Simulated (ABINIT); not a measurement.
# RbTaS3 (Pm-3m): from the cell to the phonon bands

How does RbTaS3 (Pm-3m) vibrate, and is this structure a minimum?

Calculated with ABINIT 10.8.3; DFT PBEsol, scalar-relativistic, plane waves, PseudoDojo norm-conserving pseudopotentials.

The structure was built from a prototype and need not be the compound's stable phase.

**1. Starting point**

Symmetry: Pm-3m, No. 221, cubic system. The conventional cell has a = 4.861 Å, b = 4.861 Å, c = 4.861 Å, α = 90.00°, β = 90.00°, γ = 90.00°. Nearest to Rb lie 12 S at 3.44 Å. Ta has 6 S at 2.43 Å nearest. Nearest to S lie 2 Ta at 2.43 Å and 4 Rb at 3.44 Å. Farther neighbours and most contacts between anions are not listed.

**2. A first look**

A first run with smearing and empty bands tells whether the crystal has a gap, which decides between fixed occupations and smearing later on.

probe.abi

```
# ground state
tolvrs 1.0d-08
prtden 1
prtwf 1

# basis, mesh and filling
ecut 25.0
ngkpt 4 4 4
nshiftk 1
shiftk 0.0 0.0 0.0
istwfk *1
occopt 7
tsmear 0.005
nband 29
nstep 100
diemac 9.0
prtebands 0
prtgsr 0
useylm 1

# cell and atoms
acell 9.185580747 9.185580747 9.185580747
rprim 
    1.0 0.0 0.0
    0.0 1.0 0.0
    0.0 0.0 1.0
ntypat 3
znucl 37 73 16
natom 5
typat 1 2 3 3 3
xred 
    0.0 0.0 0.0
    0.5 0.5 0.5
    0.5 0.5 0.0
    0.5 0.0 0.5
    0.0 0.5 0.5
pp_dirpath "./pseudo"
pseudos "Rb.upf, Ta.upf, S.upf"
```

Command:

```
> OMP_NUM_THREADS=1 mpirun -n 4 abinit probe.abi > probe.log
```

Numbers of over 12 decimals in the logs are rounded to 6 here.

probe.abo, the main output file:

```text
[banners, grids, parts of the stress and lines that vanish by symmetry left out]
- input  file    -> probe.abi
- output file    -> probe.abo
- root for input  files -> probei
[...]
Symmetries : space group Pm -3 m (#221); Bravais cP (primitive cubic)
[...]
mpw =        4680          nfft =       91125          nkpt =          10
[...]
== DATASET  1 ==================================================================
[...]
cutoff_energies: {ecut:  25.0, pawecutdg:  -1.0, }
[...]
ETOT  1  -125.16396727546    -1.252E+02 4.633E-02 5.474E+02
 ETOT  2  -124.71765371255     4.463E-01 9.509E-02 2.514E+03
 ETOT  3  -125.36748923659    -6.498E-01 1.101E-02 1.032E+00
 ETOT  4  -125.36791599881    -4.268E-04 2.088E-03 2.715E-01
 ETOT  5  -125.36798252780    -6.653E-05 1.918E-03 4.536E-03
 ETOT  6  -125.36798325127    -7.235E-07 1.070E-03 4.742E-05
 ETOT  7  -125.36798325959    -8.329E-09 6.583E-04 4.307E-06
 ETOT  8  -125.36798326019    -5.914E-10 7.817E-04 6.186E-08
 ETOT  9  -125.36798326020    -1.842E-11 3.400E-04 1.366E-09
 At SCF step    9       vres2   =  1.37E-09 < tolvrs=  1.00E-08 =>converged.
[...]
sigma(1 1)=  8.20232525E-05  sigma(3 2)=  0.00000000E+00
  sigma(2 2)=  8.20232525E-05  sigma(3 1)=  0.00000000E+00
  sigma(3 3)=  8.20232525E-05  sigma(2 1)=  0.00000000E+00
[...]
convergence: {deltae: -1.842E-11, res2:  1.366E-09, residm:  3.400E-04, diffor: null, }
etotal    :  -1.25367983E+02
[...]
sigma(1 1)=  8.20232525E-05  sigma(3 2)=  0.00000000E+00
  sigma(2 2)=  8.20232525E-05  sigma(3 1)=  0.00000000E+00
  sigma(3 3)=  8.20232525E-05  sigma(2 1)=  0.00000000E+00
[...]
- sigma(1 1)=  2.41320740E+00  sigma(3 2)=  0.00000000E+00
- sigma(2 2)=  2.41320740E+00  sigma(3 1)=  0.00000000E+00
- sigma(3 3)=  2.41320740E+00  sigma(2 1)=  0.00000000E+00
[...]
fcart     -0.0000000000E+00 -0.0000000000E+00 -0.0000000000E+00
           strten      8.2023252470E-05  8.2023252470E-05  8.2023252470E-05
================================================================================

[key lines of the parts left out:]
pressure_GPa:  -2.4132E+00
```

It took 18 s on 4 MPI ranks of Arm Neoverse V2, shared host; 71 s of CPU time.

Numbers from this step:

| Item | Value |
| --- | --- |
| volume per atom | 22.97 Å³ |
| pressure | -2.413 GPa |
| gap on the k-mesh | 0 eV |

No gap opens on this mesh, so smearing is kept; the printed pressure holds the stress of the finite basis too.

**3. Rough relaxation**

The typed start is rough, so a first relaxation with smearing and loose thresholds takes it towards rest cheaply.

prerelax.abi

```
# relaxation
ionmov 2
optcell 2
dilatmx 1.15
chkdilatmx 0
ntime 40
tolmxf 3.0d-04
tolvrs 1.0d-10
prtwf 0
prtden 0
chksymtnons 0

# basis, mesh and filling
ecut 26.0
ecutsm 3.0
ngkpt 4 4 4
nshiftk 1
shiftk 0.0 0.0 0.0
istwfk *1
occopt 7
tsmear 0.005
nband 29
nstep 100
diemac 1000000.0
prtebands 0
prtgsr 0
useylm 1

# cell and atoms
acell 9.185580747 9.185580747 9.185580747
rprim 
    1.0 0.0 0.0
    0.0 1.0 0.0
    0.0 0.0 1.0
ntypat 3
znucl 37 73 16
natom 5
typat 1 2 3 3 3
xred 
    0.0 0.0 0.0
    0.5 0.5 0.5
    0.5 0.5 0.0
    0.5 0.0 0.5
    0.0 0.5 0.5
pp_dirpath "./pseudo"
pseudos "Rb.upf, Ta.upf, S.upf"
```

Command:

```
> OMP_NUM_THREADS=1 mpirun -n 4 abinit prerelax.abi > prerelax.log
```

prerelax.abo, the main output file:

```text
[banners, grids, parts of the stress and lines that vanish by symmetry left out]
- input  file    -> prerelax.abi
- output file    -> prerelax.abo
- root for input  files -> prerelaxi
[...]
Symmetries : space group Pm -3 m (#221); Bravais cP (primitive cubic)
[...]
mpw =        7568          nfft =      125000          nkpt =          10
[...]
== DATASET  1 ==================================================================
[...]
cutoff_energies: {ecut:  26.0, pawecutdg:  -1.0, }
[...]
ETOT  1  -125.16360579164    -1.252E+02 6.638E-02 7.482E+02
 ETOT  2  -124.91928640947     2.443E-01 1.021E-02 2.380E+03
 ETOT  3  -125.36755789588    -4.483E-01 3.015E-03 1.808E+00
 ETOT  4  -125.36786257913    -3.047E-04 2.350E-03 2.348E-01
 ETOT  5  -125.36789289163    -3.031E-05 5.956E-04 1.770E-02
[...]
At SCF step   11       vres2   =  5.76E-12 < tolvrs=  1.00E-10 =>converged.
[...]
ETOT 11  -125.36873848204    -2.615E-12 8.108E-06 5.924E-13
 At SCF step   11       vres2   =  5.92E-13 < tolvrs=  1.00E-10 =>converged.
[...]
sigma(1 1)= -2.48437639E-06  sigma(3 2)=  0.00000000E+00
  sigma(2 2)= -2.48437639E-06  sigma(3 1)=  0.00000000E+00
  sigma(3 3)= -2.48437639E-06  sigma(2 1)=  0.00000000E+00
[...]
convergence: {deltae: -2.615E-12, res2:  5.924E-13, residm:  8.108E-06, diffor: null, }
etotal    :  -1.25368738E+02
[...]
At Broyd/MD step   3, gradients are converged :
[...]
sigma(1 1)= -2.48437639E-06  sigma(3 2)=  0.00000000E+00
  sigma(2 2)= -2.48437639E-06  sigma(3 1)=  0.00000000E+00
  sigma(3 3)= -2.48437639E-06  sigma(2 1)=  0.00000000E+00
[...]
- sigma(1 1)= -7.30928769E-02  sigma(3 2)=  0.00000000E+00
- sigma(2 2)= -7.30928769E-02  sigma(3 1)=  0.00000000E+00
- sigma(3 3)= -7.30928769E-02  sigma(2 1)=  0.00000000E+00
[...]
fcart     -0.0000000000E+00 -0.0000000000E+00 -0.0000000000E+00
           strten     -2.4843763882E-06 -2.4843763882E-06 -2.4843763882E-06
================================================================================

[key lines of the parts left out:]
pressure_GPa:   7.3093E-02
Total energy (etotal) [Ha]= -1.25368738482043E+02
```

Run time: 78 s. Hardware: 4 MPI ranks.

Relaxation path:

| step | energy less that of the first step (eV) | largest force (eV/Å) | volume (Å³) |
| --- | --- | --- | --- |
| 1 | 0.0000 | 0.0000 | 114.85 |
| 2 | -0.0103 | 0.0000 | 114.04 |
| 3 | -0.0230 | 0.0000 | 111.65 |

| conventional cell, symmetrised | before | after | change |
| --- | --- | --- | --- |
| a (Å) | 4.861 | 4.815 | -0.9 % |
| b (Å) | 4.861 | 4.815 | -0.9 % |
| c (Å) | 4.861 | 4.815 | -0.9 % |
| volume (Å³/atom) | 22.97 | 22.33 | -2.8 % |

Final coordinates:

```xyz
5
Lattice="4.8153 0.0000 0.0000 0.0000 4.8153 0.0000 0.0000 0.0000 4.8153" Properties=species:S:1:pos:R:3 pbc="T T T"
Rb    0.0000    0.0000    0.0000
Ta    2.4076    2.4076    2.4076
S     2.4076    2.4076    0.0000
S     2.4076    0.0000    2.4076
S     0.0000    2.4076    2.4076
```

Read from the output:

```
volume per atom : 22.33 Å³
pressure        : 0.07309 GPa
```

The volume changes by -2.8 % in this run and stands -2.8 % from the first cell.

**4. Relaxing the cell and atoms**

The harmonic expansion needs vanishing forces, and a free crystal bears no stress, so cell and atoms are brought to rest. Stress is more sensitive to the basis than forces are: the last 3 Ha under the cutoff are smoothed with ecutsm, and the cutoff is raised above that of the later runs.

relax.abi

```
# relaxation
ionmov 2
optcell 2
dilatmx 1.08
ntime 40
tolmxf 1.0d-05
tolvrs 1.0d-14
prtwf 0
prtden 0
chksymtnons 0

# basis, mesh and filling
ecut 32.0
ecutsm 3.0
ngkpt 6 6 6
nshiftk 1
shiftk 0.0 0.0 0.0
istwfk *1
occopt 7
tsmear 0.01
nband 29
nstep 100
diemac 1000000.0
prtebands 0
prtgsr 0
useylm 1

# cell and atoms
acell 9.099553967 9.099553967 9.099553967
rprim 
    1.0 0.0 0.0
    0.0 1.0 0.0
    0.0 0.0 1.0
ntypat 3
znucl 37 73 16
natom 5
typat 1 2 3 3 3
xred 
    0.0 0.0 0.0
    0.5 0.5 0.5
    0.5 0.5 0.0
    0.5 0.0 0.5
    0.0 0.5 0.5
pp_dirpath "./pseudo"
pseudos "Rb.upf, Ta.upf, S.upf"
```

Command:

```
> OMP_NUM_THREADS=1 mpirun -n 4 abinit relax.abi > relax.log
```

relax.abo, the main output file:

```text
[banners, grids, parts of the stress and lines that vanish by symmetry left out]
- input  file    -> relax.abi
- output file    -> relax.abo
- root for input  files -> relaxi
[...]
Symmetries : space group Pm -3 m (#221); Bravais cP (primitive cubic)
[...]
mpw =        8260          nfft =      157464          nkpt =          20
[...]
== DATASET  1 ==================================================================
[...]
cutoff_energies: {ecut:  32.0, pawecutdg:  -1.0, }
[...]
ETOT  1  -125.18218212933    -1.252E+02 6.029E-02 8.199E+02
 ETOT  2  -124.91971254265     2.625E-01 2.412E-02 2.979E+03
 ETOT  3  -125.36715621744    -4.474E-01 3.171E-03 1.115E+01
 ETOT  4  -125.36843160780    -1.275E-03 1.769E-03 1.418E+00
 ETOT  5  -125.36862824734    -1.966E-04 1.283E-03 1.866E-02
[...]
At SCF step   13       vres2   =  1.93E-15 < tolvrs=  1.00E-14 =>converged.
[...]
sigma(1 1)= -1.74128624E-05  sigma(3 2)=  0.00000000E+00
  sigma(2 2)= -1.74128624E-05  sigma(3 1)=  0.00000000E+00
  sigma(3 3)= -1.74128624E-05  sigma(2 1)=  0.00000000E+00
[...]
convergence: {deltae:  2.700E-12, res2:  1.930E-15, residm:  1.229E-04, diffor: null, }
etotal    :  -1.25368629E+02
[...]
ETOT  1  -125.36838693883    -1.254E+02 1.115E-04 2.369E+00
[...]
At SCF step   11       vres2   =  3.84E-15 < tolvrs=  1.00E-14 =>converged.
[...]
sigma(1 1)= -1.25632273E-05  sigma(3 2)=  0.00000000E+00
  sigma(2 2)= -1.25632273E-05  sigma(3 1)=  0.00000000E+00
  sigma(3 3)= -1.25632273E-05  sigma(2 1)=  0.00000000E+00
[...]
convergence: {deltae: -6.679E-13, res2:  3.839E-15, residm:  1.652E-04, diffor: null, }
etotal    :  -1.25368647E+02
[...]
ETOT  1  -125.36690779719    -1.254E+02 1.581E-04 1.600E+01
[...]
ETOT 11  -125.36866656833    -4.349E-12 1.647E-05 4.795E-14
 ETOT 12  -125.36866656833     3.340E-12 1.244E-05 4.077E-16
 At SCF step   12       vres2   =  4.08E-16 < tolvrs=  1.00E-14 =>converged.
[...]
sigma(1 1)= -9.49226099E-08  sigma(3 2)=  0.00000000E+00
  sigma(2 2)= -9.49226099E-08  sigma(3 1)=  0.00000000E+00
  sigma(3 3)= -9.49226098E-08  sigma(2 1)=  0.00000000E+00
[...]
convergence: {deltae:  3.340E-12, res2:  4.077E-16, residm:  1.244E-05, diffor: null, }
etotal    :  -1.25368667E+02
[...]
At Broyd/MD step   3, gradients are converged :
[...]
sigma(1 1)= -9.49226099E-08  sigma(3 2)=  0.00000000E+00
  sigma(2 2)= -9.49226099E-08  sigma(3 1)=  0.00000000E+00
  sigma(3 3)= -9.49226098E-08  sigma(2 1)=  0.00000000E+00
[...]
- sigma(1 1)= -2.79271960E-03  sigma(3 2)=  0.00000000E+00
- sigma(2 2)= -2.79271960E-03  sigma(3 1)=  0.00000000E+00
- sigma(3 3)= -2.79271960E-03  sigma(2 1)=  0.00000000E+00
[...]
fcart     -0.0000000000E+00 -0.0000000000E+00 -0.0000000000E+00
           strten     -9.4922609850E-08 -9.4922609855E-08 -9.4922609830E-08
================================================================================

[key lines of the parts left out:]
pressure_GPa:   2.7927E-03
Total energy (etotal) [Ha]= -1.25368666568330E+02
```

Run time: 3 min. Hardware: 4 MPI ranks.

The steps of the relaxation:

| step | energy less that of the first step (eV) | largest force (eV/Å) | volume (Å³) |
| --- | --- | --- | --- |
| 1 | 0.0000 | 0.0000 | 111.65 |
| 2 | -0.0005 | 0.0000 | 111.83 |
| 3 | -0.0010 | 0.0000 | 112.28 |

| conventional cell, symmetrised | before | after | change |
| --- | --- | --- | --- |
| a (Å) | 4.815 | 4.824 | +0.2 % |
| b (Å) | 4.815 | 4.824 | +0.2 % |
| c (Å) | 4.815 | 4.824 | +0.2 % |
| volume (Å³/atom) | 22.33 | 22.46 | +0.6 % |

Final coordinates:

```cif
data_structure
_symmetry_space_group_name_H-M 'P 1'
_symmetry_Int_Tables_number 1
_cell_length_a 4.8243
_cell_length_b 4.8243
_cell_length_c 4.8243
_cell_angle_alpha 90.000
_cell_angle_beta 90.000
_cell_angle_gamma 90.000
_cell_volume 112.28
loop_
_atom_site_label
_atom_site_type_symbol
_atom_site_fract_x
_atom_site_fract_y
_atom_site_fract_z
_atom_site_occupancy
Rb1 Rb 0.00000 0.00000 0.00000 1
Ta2 Ta 0.50000 0.50000 0.50000 1
S3 S 0.50000 0.50000 0.00000 1
S4 S 0.50000 0.00000 0.50000 1
S5 S 0.00000 0.50000 0.50000 1
```

Read from the output:

| Item | Value |
| --- | --- |
| volume per atom | 22.46 Å³ |
| pressure | 0.002793 GPa |

The volume changes by +0.6 % in this run and stands -2.2 % from the first cell.

**5. Self-consistent run for the response**

The response is built on these wavefunctions, so the potential is converged far more tightly than an energy would need. Smearing stays on, as the first look found no gap above 0.3 eV.

gs.abi

```
# ground state
tolvrs 1.0d-16
prtden 1
prtwf 1

# basis, mesh and filling
ecut 25.0
ngkpt 6 6 6
nshiftk 1
shiftk 0.0 0.0 0.0
istwfk *1
occopt 7
tsmear 0.01
nband 29
nstep 100
diemac 1000000.0
prtebands 0
prtgsr 0
useylm 1

# cell and atoms
acell 9.116691184 9.116691184 9.116691184
rprim 
    1.0 0.0 0.0
    0.0 1.0 0.0
    0.0 0.0 1.0
ntypat 3
znucl 37 73 16
natom 5
typat 1 2 3 3 3
xred 
    0.0 0.0 0.0
    0.5 0.5 0.5
    0.5 0.5 0.0
    0.5 0.0 0.5
    0.0 0.5 0.5
pp_dirpath "./pseudo"
pseudos "Rb.upf, Ta.upf, S.upf"
```

Command:

```
> OMP_NUM_THREADS=1 mpirun -n 4 abinit gs.abi > gs.log
```

gs.abo, the main output file:

```text
[banners, grids, parts of the stress and lines that vanish by symmetry left out]
- input  file    -> gs.abi
- output file    -> gs.abo
- root for input  files -> gsi
[...]
Symmetries : space group Pm -3 m (#221); Bravais cP (primitive cubic)
[...]
mpw =        4632          nfft =       91125          nkpt =          20
[...]
== DATASET  1 ==================================================================
[...]
cutoff_energies: {ecut:  25.0, pawecutdg:  -1.0, }
[...]
ETOT  1  -125.17835615991    -1.252E+02 7.213E-02 4.864E+02
 ETOT  2  -124.90323384698     2.751E-01 1.652E-02 1.783E+03
 ETOT  3  -125.36681498700    -4.636E-01 6.098E-03 6.903E+00
 ETOT  4  -125.36827072593    -1.456E-03 5.861E-03 7.183E-01
 ETOT  5  -125.36844378739    -1.731E-04 1.319E-03 9.637E-03
[...]
ETOT 13  -125.36844491778    -1.705E-13 2.066E-04 5.558E-16
 ETOT 14  -125.36844491779    -3.737E-12 1.621E-04 1.581E-17
 At SCF step   14       vres2   =  1.58E-17 < tolvrs=  1.00E-16 =>converged.
[...]
sigma(1 1)=  3.36174781E-06  sigma(3 2)=  0.00000000E+00
  sigma(2 2)=  3.36174781E-06  sigma(3 1)=  0.00000000E+00
  sigma(3 3)=  3.36174781E-06  sigma(2 1)=  0.00000000E+00
[...]
convergence: {deltae: -3.737E-12, res2:  1.581E-17, residm:  1.621E-04, diffor: null, }
etotal    :  -1.25368445E+02
[...]
sigma(1 1)=  3.36174781E-06  sigma(3 2)=  0.00000000E+00
  sigma(2 2)=  3.36174781E-06  sigma(3 1)=  0.00000000E+00
  sigma(3 3)=  3.36174781E-06  sigma(2 1)=  0.00000000E+00
[...]
- sigma(1 1)=  9.89060352E-02  sigma(3 2)=  0.00000000E+00
- sigma(2 2)=  9.89060352E-02  sigma(3 1)=  0.00000000E+00
- sigma(3 3)=  9.89060352E-02  sigma(2 1)=  0.00000000E+00
[...]
fcart     -0.0000000000E+00 -0.0000000000E+00 -0.0000000000E+00
           strten      3.3617478067E-06  3.3617478067E-06  3.3617478067E-06
================================================================================

[key lines of the parts left out:]
pressure_GPa:  -9.8906E-02
```

Elapsed: 43 s, on 4 MPI ranks.

Read from the output:

```
pressure : -0.09891 GPa
```

The cell stands at -0.099 GPa, close enough for phonons.

[end of part 1 of 7]

[Host names and launcher messages were left out of these logs when they were recorded.]

[Logs are printed without paths, hosts, clocks, repeated set-up lines and the standing remarks that a program may print on its own settings, such as how far it seeks lower states.]

[Hosts, paths, dates, database ids (printed as entryN), source tags and the programs' standing remarks are cut or masked in the printed files.]
